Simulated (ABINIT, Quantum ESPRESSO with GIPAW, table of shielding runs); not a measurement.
# Shieldings in LiCl in space group Fm-3m from a nuclear dipole's orbital moment, part 2 of 2

Wanted: shieldings of LiCl in space group Fm-3m from two unrelated programs, to see how far they agree.

ABINIT 10.8.3 and Quantum ESPRESSO with GIPAW.

So far: The structure; GIPAW: ground state; GIPAW: response.

The database entry behind the starting cell differs from later determinations by our own check (0.1 to 0.3 % short, probably kX units), so it need not match the best structure at ambient conditions.

## (4) Converse method: dipole on Cl1; PBE, zora 0, 25 Ha, 5×5×5 (4 shifts)

Level of this step: DFT, PBE, plane-wave PAW (JTH 2.0), scalar-relativistic datasets, non-relativistic dipole terms (zora 0), shielding from the orbital moment that a nuclear dipole induces (ABINIT).

A nuclear dipole of one atomic unit is put on one atom. The ground state with the dipole is followed by the k-derivatives of the wave functions, and the induced orbital moment, with its sign turned, is the shielding tensor applied to the dipole's direction; the site's symmetry gives the rest. The dipole breaks time reversal, so the whole zone is sampled. JTH 2.0 datasets hold the cores' Lamb term.

File run.abi:

```
ndtset 2
acell 3*1.0 Angstrom
rprim
  0.00000000 2.56477000 2.56477000
  2.56477000 0.00000000 2.56477000
  2.56477000 2.56477000 0.00000000
natom 2
ntypat 2
znucl 17 3
typat 1 2
xred
  0.50000000 0.50000000 0.50000000
  0.00000000 0.00000000 0.00000000
pseudos "Cl_PBE_JTH.xml, Li_PBE_JTH.xml"
ecut 25
pawecutdg 50
pawovlp -1
kptopt 3
ngkpt 5 5 5
nshiftk 4
shiftk 0.5 0.5 0.5  0.5 0 0  0 0.5 0  0 0 0.5
nband 5
occopt 1
nsym 1
symmorphi 0
istwfk *1
chkprim 0
chksymbreak 0
chksymtnons 0
optforces 0
optstress 0
pawcpxocc 2
usexcnhat 0
paral_atom 0
paral_kgb 0
prtden 0
prteig 0
prtebands 0
prtgsr 0
natnd 1
iatnd 1
atndlist 1 0 0
tolvrs1 1d-14
nstep1 50
rfddk2 1
rfdir2 1 1 1
iscf2 -3
getwfk2 -1
orbmag2 2
tolwfr2 1d-18
nstep2 30
prtwf2 0
```

Run with:

```
> abinit run.abi > log
```

Numbers of over 12 decimals in the logs are rounded to 6 here.

The program printed:

```text
DATASET    1 : space group P1 (#  1); Bravais aP (primitive triclinic)
[...]
Values of the parameters that define the memory need for DATASET  1.
     intxc =       0    ionmov =       0      iscf =      17    lmnmax =       9
     lnmax =       5     mgfft =      32  mpssoang =       2    mqgrid =    3001
     natom =       2  nloc_mem =       2    nspden =       1   nspinor =       1
    nsppol =       1      nsym =       1    n1xccc =       1    ntypat =       2
    occopt =       1   xclevel =       2
       mpw =        1380          nfft =       32768          nkpt =         500
 PAW method is used; the additional fine FFT grid is defined by:
   mgfftf=        45    nfftf =     91125
[...]
DATASET    2 : space group P1 (#  1); Bravais aP (primitive triclinic)
[...]
Values of the parameters that define the memory need for DATASET  2 (RF).
     intxc =       0      iscf =      -3    lmnmax =       9     lnmax =       5
     mgfft =      32  mpssoang =       2    mqgrid =    3001     natom =       2
  nloc_mem =       2    nspden =       1   nspinor =       1    nsppol =       1
      nsym =       1    n1xccc =       1    ntypat =       2    occopt =       1
   xclevel =       2
      nfft =       32768          nkpt =         500
[...]
acell      1.8897261259E+00  1.8897261259E+00  1.8897261259E+00 Bohr
              amu      3.54527000E+01  6.94100000E+00
         atndlist      1.0000000000E+00  0.0000000000E+00  0.0000000000E+00
[...]
ecut      2.50000000E+01 Hartree
           getwfk1          0
           getwfk2         -1
            iatnd        1    0
             iscf1         17
             iscf2         -3
              ixc     -101130
           jdtset        1    2
     [kpt list left out]
           kptopt           3
         kptrlatt        5   -5    5     -5    5    5     -5   -5    5
[...]
natnd           1
            natom           2
            nband           5
           ndtset           2
            ngfft          32      32      32
          ngfftdg          45      45      45
             nkpt         500
            nstep1         50
            nstep2         30
             nsym           1
           ntypat           2
        nucdipmom      1.0000000000E+00  0.0000000000E+00  0.0000000000E+00
[...]
occ      2.000000  2.000000  2.000000  2.000000  2.000000
[...]
optforces           0
        optstress           0
           orbmag1          0
           orbmag2          2
        pawcpxocc           2
        pawecutdg      5.00000000E+01 Hartree
          pawovlp     -1.0000000000E+00
[...]
rfddk1          0
            rfddk2          1
            rprim      0.0000000000E+00  2.5647700000E+00  2.5647700000E+00
[...]
shiftk      5.00000000E-01  5.00000000E-01  5.00000000E-01
          spgroup           1
        symmorphi           0
           tolvrs1     1.00000000E-14
           tolvrs2     0.00000000E+00
           tolwfr1     0.00000000E+00
           tolwfr2     1.00000000E-18
            typat      1  2
        usexcnhat           0
           useylm           1
     [wtk list left out]
[...]
xred      5.0000000000E-01  5.0000000000E-01  5.0000000000E-01
[...]
znucl       17.00000    3.00000
[...]
dimensions: {natom: 2, nkpt: 500, mband: 5, nsppol: 1, nspinor: 1, nspden: 1, mpw: 1380, }
cutoff_energies: {ecut:  25.0, pawecutdg:  50.0, }
electrons: {nelect:   1.00000000E+01, charge:   0.00000000E+00, occopt:   1.00000000E+00, tsmear:   1.00000000E-02, }
[...]
Unit cell volume ucvol=  2.2770464E+02 bohr^3
[...]
Coarse grid specifications (used for wave-functions):
[...]
Fine grid specifications (used for densities):
[...]
1.04274751E+02                                ecore*ucvol(ha*bohr**3)
[...]
solver: {iscf: 17, nstep: 50, nline: 4, wfoptalg: 10, }
tolerances: {tolvrs: 1.00E-14, }
[...]
ETOT  1  -22.136800982395    -2.214E+01 2.361E+00 2.935E+00
 ETOT  2  -22.798772475546    -6.620E-01 4.845E-02 5.943E+00
 ETOT  3  -22.785794888492     1.298E-02 7.351E-05 2.028E+00
 ETOT  4  -22.781588610560     4.206E-03 1.390E-05 7.392E-01
 ETOT  5  -22.779657723506     1.931E-03 3.115E-05 3.327E-03
 ETOT  6  -22.779673007082    -1.528E-05 6.310E-07 4.167E-04
 ETOT  7  -22.779673985502    -9.784E-07 2.645E-08 2.588E-04
 ETOT  8  -22.779673249023     7.365E-07 9.765E-09 2.698E-06
 ETOT  9  -22.779673255114    -6.090E-09 3.274E-10 1.546E-06
 ETOT 10  -22.779673251082     4.031E-09 1.068E-10 7.580E-09
 ETOT 11  -22.779673251140    -5.728E-11 1.466E-12 2.843E-09
 ETOT 12  -22.779673251137     3.130E-12 1.460E-13 5.910E-10
 ETOT 13  -22.779673251137    -7.070E-13 1.604E-13 1.849E-10
 ETOT 14  -22.779673251137    -8.171E-14 3.068E-14 2.502E-12
 ETOT 15  -22.779673251137     1.172E-13 1.137E-15 3.341E-13
 ETOT 16  -22.779673251137    -6.750E-14 7.118E-17 3.714E-13
 ETOT 17  -22.779673251137     7.105E-15 2.929E-17 6.827E-15

[...]
f-sum rule ratio=    9.8538692020E-01
 Expectation of eigenvalue derivatives (hartree) for nkpt= 500  k points:
  (in case of degenerate eigenvalues, averaged derivative)
 [levels by k-point left out]

 Nine components of 2nd-order total energy (hartree) are
 1,2,3: 0th-order hamiltonian combined with 1st-order wavefunctions
     kin0=   2.11661591E+01 eigvalue=   1.34707650E+00  local=  -1.88132673E+01  nclr dpl0=  -1.94398811E-07
 4,5,6: 1st-order hamiltonian combined with 1st and 0th-order wfs
     kin1=  -2.48406642E+01  Hartree=   0.00000000E+00     xc=   0.00000000E+00  nclr dpl1=  -3.49149646E-11
 7,8,9: eventually, occupation + non-local contributions
    edocc=   0.00000000E+00     enl0=   7.70803377E+00   enl1=   1.72001233E+00
 10: eventually, PAW "on-site" Hxc contribution: epaw1=   0.00000000E+00
 1-10 gives the relaxation energy (to be shifted if some occ is /=2.0)
   erelax=  -1.17126500E+01
 11 Contribution from 1st-order change of wavefunctions overlap
 eovl1 =  -1.52324093E-01
  No Ewald or frozen-wf contrib.: the relaxation energy is the total one
 2DEtotal=   -0.1171265004E+02 Ha. Also 2DEtotal=   -0.318717444073E+03 eV
    (  non-var. 2DEtotal :   -1.1712650033E+01 Ha)
[...]
symkpt : not enough symmetry to change the number of k points.

 Initialisation of the first-order wave-functions :
  ireadwf=   0
[...]
solver: {iscf: -3, nstep: 30, nline: 4, wfoptalg: 10, }
tolerances: {tolwfr: 1.00E-18, }
[...]
ETOT  8  -11.712650034677      2.132E-14 3.873E-17 0.000E+00
 ETOT  9  -11.712650034677     -4.974E-14 9.971E-19 0.000E+00

 At SCF step    9   max residual=  9.97E-19 < tolwfr=  1.00E-18 =>converged.
[...]
----iterations are completed or convergence reached----
[...]
f-sum rule ratio=    9.8538692014E-01
 Expectation of eigenvalue derivatives (hartree) for nkpt= 500  k points:
  (in case of degenerate eigenvalues, averaged derivative)
 [levels by k-point left out]

 Nine components of 2nd-order total energy (hartree) are
 1,2,3: 0th-order hamiltonian combined with 1st-order wavefunctions
     kin0=   2.11661591E+01 eigvalue=   1.34707650E+00  local=  -1.88132673E+01  nclr dpl0=  -1.94398810E-07
 4,5,6: 1st-order hamiltonian combined with 1st and 0th-order wfs
     kin1=  -2.48406642E+01  Hartree=   0.00000000E+00     xc=   0.00000000E+00  nclr dpl1=  -3.49150540E-11
 7,8,9: eventually, occupation + non-local contributions
    edocc=   0.00000000E+00     enl0=   7.70803377E+00   enl1=   1.72001233E+00
 10: eventually, PAW "on-site" Hxc contribution: epaw1=   0.00000000E+00
 1-10 gives the relaxation energy (to be shifted if some occ is /=2.0)
   erelax=  -1.17126500E+01
 11 Contribution from 1st-order change of wavefunctions overlap
 eovl1 =  -1.52324093E-01
  No Ewald or frozen-wf contrib.: the relaxation energy is the total one
 2DEtotal=   -0.1171265003E+02 Ha. Also 2DEtotal=   -0.318717444058E+03 eV
    (  non-var. 2DEtotal :   -1.1712650032E+01 Ha)
[...]
symkpt : not enough symmetry to change the number of k points.

 Initialisation of the first-order wave-functions :
  ireadwf=   0
[...]
solver: {iscf: -3, nstep: 30, nline: 4, wfoptalg: 10, }
tolerances: {tolwfr: 1.00E-18, }
[...]
ETOT  2  -11.712573170288     -2.098E-02 3.890E-04 0.000E+00
 ETOT  3  -11.712649674638     -7.650E-05 3.182E-06 0.000E+00
 ETOT  4  -11.712650032945     -3.583E-07 5.754E-09 0.000E+00
 ETOT  5  -11.712650034797     -1.852E-09 7.153E-11 0.000E+00
 ETOT  6  -11.712650034807     -1.064E-11 2.818E-13 0.000E+00
 ETOT  7  -11.712650034807      4.263E-14 4.103E-15 0.000E+00
 ETOT  8  -11.712650034807     -6.040E-14 3.873E-17 0.000E+00
 ETOT  9  -11.712650034807      3.553E-15 9.971E-19 0.000E+00

 At SCF step    9   max residual=  9.97E-19 < tolwfr=  1.00E-18 =>converged.
[...]
----iterations are completed or convergence reached----
[...]
f-sum rule ratio=    9.8538692015E-01
 Expectation of eigenvalue derivatives (hartree) for nkpt= 500  k points:
  (in case of degenerate eigenvalues, averaged derivative)
 [levels by k-point left out]

 Nine components of 2nd-order total energy (hartree) are
 1,2,3: 0th-order hamiltonian combined with 1st-order wavefunctions
     kin0=   2.11661591E+01 eigvalue=   1.34707650E+00  local=  -1.88132673E+01  nclr dpl0=  -1.94398810E-07
 4,5,6: 1st-order hamiltonian combined with 1st and 0th-order wfs
     kin1=  -2.48406642E+01  Hartree=   0.00000000E+00     xc=   0.00000000E+00  nclr dpl1=  -3.49148121E-11
 7,8,9: eventually, occupation + non-local contributions
    edocc=   0.00000000E+00     enl0=   7.70803377E+00   enl1=   1.72001233E+00
 10: eventually, PAW "on-site" Hxc contribution: epaw1=   0.00000000E+00
 1-10 gives the relaxation energy (to be shifted if some occ is /=2.0)
   erelax=  -1.17126500E+01
 11 Contribution from 1st-order change of wavefunctions overlap
 eovl1 =  -1.52324093E-01
  No Ewald or frozen-wf contrib.: the relaxation energy is the total one
 2DEtotal=   -0.1171265003E+02 Ha. Also 2DEtotal=   -0.318717444061E+03 eV
    (  non-var. 2DEtotal :   -1.1712650032E+01 Ha)
[...]
Orbital magnetic moment computed with DFPT derivative wavefunctions

 Orbital magnetic moment, Cartesian directions :
 -9.12502940E-04  8.03177199E-11  1.95234891E-10

 Chern vector, Cartesian directions :
 -1.72787071E-09  2.87047261E-13  4.11812260E-13

 Orbital magnetic moment, term-by-term breakdown :
     rho(1) CC :  -6.25338378E-04 -3.47010934E-11 -2.24390357E-11
    rho(1) VV1 :  -1.08621208E-04 -1.31088730E-13 -3.45735200E-14
    rho(1) VV2 :   1.62782958E-06  8.19988139E-13 -7.49421713E-13
     rho(0) NL :   1.10583422E-03  1.30596508E-10  2.25135455E-10
   <L_R> terms :  -2.47170171E-04 -1.62666938E-11 -6.67765741E-12
 <A0.An> terms :   1.20182094E-05  9.98199555E-17  1.24873443E-16
    Lamb terms :  -1.05085344E-03  0.00000000E+00  0.00000000E+00
 Chern vector, term-by-term breakdown :
  Ch CC :  -3.06128629E-07  2.27309363E-13  4.12340820E-13
 Ch vv1 :   3.04400758E-07  5.97378965E-14 -5.28559852E-16
 Ch vv2 :  -8.47032947E-22  1.22565306E-21 -4.65769283E-22
[...]
---- first-order wavefunction calculations are completed ----

 respfn : d/dk was computed, but no 2DTE, so no DDB output.

== END DATASET(S) ==

[key lines of the parts left out:]
Total energy DC (eV): -1.27663705305574E+04
```

Wall time 28 min (1 thread of Arm Neoverse N1, shared host); peak memory 0.6 GiB.

Along the dipole the shielding is 912.5 ppm. The Chern vector, which should vanish, has length 1.7e-09.

## (5) Converse method: dipole on Cl1; PBE, zora 0, 25 Ha, 4×4×4 (4 shifts)

Against the first converse run the mesh is changed, to see how fast the orbital moment converges.

run.abi, as its differences from that of step 4:

```diff
@@ -18,3 +18,3 @@
 kptopt 3
-ngkpt 5 5 5
+ngkpt 4 4 4
 nshiftk 4
```

Run with:

```
> abinit run.abi > log
```

The program printed:

```text
[... set-up and SCF cycles left out ...]

 Orbital magnetic moment computed with DFPT derivative wavefunctions

 Orbital magnetic moment, Cartesian directions :
 -9.12359964E-04 -3.66166431E-11 -8.95461585E-11

 Chern vector, Cartesian directions :
  2.52986848E-09  3.88470041E-14  1.10574259E-13

 Orbital magnetic moment, term-by-term breakdown :
     rho(1) CC :  -6.25229616E-04 -5.90407668E-11  3.85000158E-11
    rho(1) VV1 :  -1.08585825E-04 -1.43661299E-13  1.41339473E-13
    rho(1) VV2 :   1.62778626E-06 -7.08676522E-13  4.65403794E-13
     rho(0) NL :   1.10583444E-03  6.79388151E-12 -1.09449103E-10
   <L_R> terms :  -2.47171453E-04  1.64828378E-11 -1.92042053E-11
 <A0.An> terms :   1.20181417E-05 -2.57794392E-16  3.91121904E-16
    Lamb terms :  -1.05085344E-03  0.00000000E+00  0.00000000E+00
 Chern vector, term-by-term breakdown :
  Ch CC :  -3.01836068E-07 -9.47257555E-15  1.47802242E-13
 Ch vv1 :   3.04365937E-07  4.83195809E-14 -3.72279852E-14
 Ch vv2 :   0.00000000E+00 -1.32236961E-21  2.13348021E-21
[...]
---- first-order wavefunction calculations are completed ----

 respfn : d/dk was computed, but no 2DTE, so no DDB output.

== END DATASET(S) ==
```

Wall time 14 min (1 thread); peak memory 0.35 GiB.

Along the dipole the shielding is 912.4 ppm. The Chern vector, which should vanish, has length 2.5e-09.

## (6) Converse method: dipole on Cl1; PBE, zora 0, 25 Ha, 3×3×3 (4 shifts)

Against the first converse run the mesh is changed, to see how fast the orbital moment converges.

run.abi, as its differences from that of step 5:

```diff
@@ -18,3 +18,3 @@
 kptopt 3
-ngkpt 4 4 4
+ngkpt 3 3 3
 nshiftk 4
```

Run with:

```
> abinit run.abi > log
```

The program printed:

```text
[... set-up and SCF cycles left out ...]

 Orbital magnetic moment computed with DFPT derivative wavefunctions

 Orbital magnetic moment, Cartesian directions :
 -9.09778972E-04  3.30619403E-11  5.22850649E-10

 Chern vector, Cartesian directions :
  9.19078840E-08 -2.80415289E-12 -8.33572448E-13

 Orbital magnetic moment, term-by-term breakdown :
     rho(1) CC :  -6.22668635E-04  4.47315194E-11 -2.45674452E-11
    rho(1) VV1 :  -1.08528792E-04  5.96097892E-14 -1.55416064E-13
    rho(1) VV2 :   1.62759237E-06  1.03325477E-13 -4.00347173E-12
     rho(0) NL :   1.10579205E-03  2.31504931E-11  6.00456580E-10
   <L_R> terms :  -2.47165637E-04 -3.49832730E-11 -4.88799216E-11
 <A0.An> terms :   1.20178944E-05  2.65461005E-16  3.23442857E-16
    Lamb terms :  -1.05085344E-03  0.00000000E+00  0.00000000E+00
 Chern vector, term-by-term breakdown :
  Ch CC :  -2.11621677E-07 -2.79224064E-12 -8.75953803E-13
 Ch vv1 :   3.03529561E-07 -1.19122530E-14  4.23813516E-14
 Ch vv2 :  -8.47032947E-22  3.29191545E-22  2.71895416E-21
[...]
---- first-order wavefunction calculations are completed ----

 respfn : d/dk was computed, but no 2DTE, so no DDB output.

== END DATASET(S) ==
```

It took 6 min on 1 thread; peak memory 0.2 GiB.

Along the dipole the shielding is 909.8 ppm. The Chern vector, which should vanish, has length 9.2e-08.

## (7) Cost against result

The runs with the dipole on the other atom differ from those above in iatnd alone.

| level | dipole on | shielding along it (ppm) | Chern vector |
| --- | --- | --- | --- |
| PBE, zora 0, 25 Ha, 5×5×5 (4 shifts) | Cl1 | 912.5 | 1.7e-09 |
| PBE, zora 0, 25 Ha, 5×5×5 (4 shifts) | Li2 | 81.0 | 1.2e-09 |
| PBE, zora 0, 25 Ha, 4×4×4 (4 shifts) | Cl1 | 912.4 | 2.5e-09 |
| PBE, zora 0, 25 Ha, 4×4×4 (4 shifts) | Li2 | 81.0 | 1.2e-09 |
| PBE, zora 0, 25 Ha, 3×3×3 (4 shifts) | Cl1 | 909.8 | 9.2e-08 |
| PBE, zora 0, 25 Ha, 3×3×3 (4 shifts) | Li2 | 81.0 | 7.6e-10 |

Isotropic shieldings in ppm, all without the macroscopic shape term. Core time is summed over the runs of a row, on shared hosts.

| method | functional | relativity | cutoff | mesh | core time | σ Cl1 | σ Li2 |
| --- | --- | --- | --- | --- | --- | --- | --- |
| GIPAW | PBE | scalar | 55 Ry | 9×9×9 | 8.4 min | 911.9 | 80.6 |
| converse | PBE | zora 0 | 25 Ha | 5×5×5, 4 shifts | 54 min | 912.5 | 81.0 |
| converse | PBE | zora 0 | 25 Ha | 4×4×4, 4 shifts | 28 min | 912.4 | 81.0 |
| converse (the coarsest setting) | PBE | zora 0 | 25 Ha | 3×3×3, 4 shifts | 12 min | 909.8 | 81.0 |

## (8) What came out

```yaml
sigma_iso_of_35cl_cl1_gipaw: 911.9 ppm
sigma_iso_of_35cl_cl1_converse_zora_0: 912.5 ppm
sigma_iso_of_7li_li2_gipaw: 80.6 ppm
sigma_iso_of_7li_li2_converse_zora_0: 81.0 ppm
```

What this shows: Without spin-orbit coupling the converse values lie +0.6 ppm (Cl1) and +0.3 ppm (Li2) from GIPAW's, at 6.4 times the core time. From mesh 4×4×4, 4 shifts to 5×5×5, 4 shifts the converse values move by +0.1 ppm (Cl1) and -0.0 ppm (Li2). GIPAW's log warns of levels that differ between two diagonalisations, on empty bands alone, which the response doesn't use. This build of gipaw.x prints that it isn't audited and that its numbers are no references by themselves. GIPAW's mesh and the cutoffs were not varied. Atoms are fixed at the given structure, with no thermal motion. The shape term of a sphere, left out, would add about 10 ppm to every shielding, by GIPAW's valence susceptibility.

[Banner, clock, file and dataset-listing lines were taken out of the logs.]

[Logs are printed without paths, hosts, clocks, repeated set-up lines and the standing remarks that a program may print on its own settings, such as how far it seeks lower states.]

[Hosts, paths, dates, database ids (printed as entryN), source tags and the programs' standing remarks are cut or masked in the printed files.]
